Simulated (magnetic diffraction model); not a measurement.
**Which magnetic order? MnHSeS4**

Space group P-1 (no. 2), a = 6.5750 Å, b = 9.4680 Å, c = 9.4870 Å, α = 88.34°, β = 78.64°, γ = 83.07°.

```
site  atom       x       y       z
  2i    Se  0.0622  0.2753  0.1214
  2i    Se  0.6097  0.3506  0.7695
  2i    Mn  0.1944  0.3160  0.5162
  2i    Mn  0.6017  0.0166  0.1885
  2i     S  0.8571  0.1862  0.0427
  2i     S  0.3321  0.1342  0.0358
  2i     S  0.5053  0.2201  0.3566
  2i     S  0.9715  0.7842  0.6760
  2i     S  0.3489  0.8429  0.3009
  2i     S  0.3446  0.4287  0.6935
  2i     S  0.8319  0.4291  0.6156
  2i     S  0.1485  0.1124  0.6834
  2i     H  0.3409  0.7565  0.6126
  2i     H  0.0172  0.9227  0.3015
```

The compound is invented for this exercise: a known structure type with other elements, its cell scaled to their sizes and not relaxed.

Only Mn is taken to order (form factors of Mn3+); orders and moment sizes are assumed, and not adapted to the symmetry. Radiation: neutrons of λ = 2.52 Å, 5° to 30°; isotropic B of 0.3 Å² (Se), 0.4 Å² (Mn), 0.45 Å² (S) and 0.71 Å² (H). The intensities are simulated: I ∝ L Σ (|F_N|² + |F_M⊥|²) for unpolarised neutrons, with F_M = 2.695 fm/μB × Σ f(s) S exp(2πi Q·r) exp(−B s²) at Q = H ± k (one set where k and −k are equivalent), only the part normal to Q counting and L = 1/(sin²θ cos θ). For collinear order S is the moment m, which repeats by lattice and centring translations R with the sign exp(−2πi k·R). Form factors are spin-only for 3d ions and dipole or tabulated for f ions, scattering lengths are Sears's of 1992, and absorption is left out. A label names one of the reflections at its angle. The strongest nuclear line in the range is 100, and lines under 0.2 are left out.

Above the ordering temperature:

```tsv
2θ (°)	index	I
15.41	(0 1 0)	75.0
15.57	(0 0 1)	100.0
21.91	(0 1 1)	2.6
22.03	(0 1 -1)	0.8
22.70	(1 0 0)	0.9
24.96	(1 0 1)	6.8
25.98	(1 1 0)	6.0
27.94	(1 1 1)	61.7
29.05	(1 -1 0)	1.2
```

Below it (cell unchanged):

```csv
2θ (°),I
10.91,165.0
10.97,197.8
15.41,75.0
15.57,100.0
21.91,2.6
22.03,0.8
22.70,0.9
22.92,1.3
24.46,51.8
24.54,60.0
24.67,7.8
24.70,7.0
24.75,15.5
24.96,6.8
25.84,10.4
25.98,6.0
27.39,18.0
27.94,61.7
29.05,1.2
29.70,10.9
```

**Question.** Find the propagation vector, then choose among these models:
A. collinear moments along [111], 3.73 μB on Mn; signs + at (0.1944, 0.3160, 0.5162), − at (0.6017, 0.0166, 0.1885), + at (0.3983, 0.9834, 0.8115), − at (0.8056, 0.6840, 0.4838)
B. collinear moments along [100], 3.73 μB on Mn; signs + at (0.1944, 0.3160, 0.5162), − at (0.6017, 0.0166, 0.1885), + at (0.3983, 0.9834, 0.8115), − at (0.8056, 0.6840, 0.4838)
C. collinear moments along [111], 3.73 μB on Mn; signs + at (0.1944, 0.3160, 0.5162), − at (0.6017, 0.0166, 0.1885), − at (0.3983, 0.9834, 0.8115), − at (0.8056, 0.6840, 0.4838)
D. collinear moments along [100], 3.73 μB on Mn; signs + at (0.1944, 0.3160, 0.5162), − at (0.6017, 0.0166, 0.1885), − at (0.3983, 0.9834, 0.8115), − at (0.8056, 0.6840, 0.4838)

The new lines index as (0 1/2 1/2) at 10.91°, (0 1/2 -1/2) at 10.97°, (1 1/2 1/2) at 22.92° and (0 3/2 1/2) at 24.46°, that is as H ± k with k = (0 1/2 1/2). Half indices mean that the moments reverse under translations with k·R a half-integer, and the magnetic cell has twice the primitive volume.

Magnetic intensity, observed (below minus above) and for each model:

| 2θ (°) | index | observed | A | B | C | D |
| --- | --- | --- | --- | --- | --- | --- |
| 10.91 | (0 1/2 1/2) | 165.0 | 0.6 | 1.8 | 56.6 | 165.0 |
| 10.97 | (0 1/2 -1/2) | 197.8 | 1.0 | 1.0 | 197.8 | 197.8 |
| 24.46 | (0 3/2 1/2) | 51.8 | 44.9 | 95.3 | 24.4 | 51.8 |
| 24.67 | (0 1/2 3/2) | 7.8 | 30.5 | 63.5 | 3.8 | 7.8 |
| 24.70 | (1 -1/2 1/2) | 7.0 | 102.9 | 23.4 | 31.0 | 7.0 |
| 24.75 | (0 1/2 -3/2) | 15.5 | 79.1 | 90.8 | 13.5 | 15.5 |
| 25.84 | (1 1/2 -1/2) | 10.4 | 11.5 | 3.5 | 34.6 | 10.4 |
| 27.39 | (-1 1/2 1/2) | 18.0 | 25.9 | 8.9 | 52.1 | 18.0 |

Model D matches.

The structure used: k = (0 1/2 1/2), collinear moments along [100], 3.73 μB on Mn; signs + at (0.1944, 0.3160, 0.5162), − at (0.6017, 0.0166, 0.1885), − at (0.3983, 0.9834, 0.8115), − at (0.8056, 0.6840, 0.4838).

[Logs are printed without paths, hosts, clocks, repeated set-up lines and the standing remarks that a program may print on its own settings, such as how far it seeks lower states.]
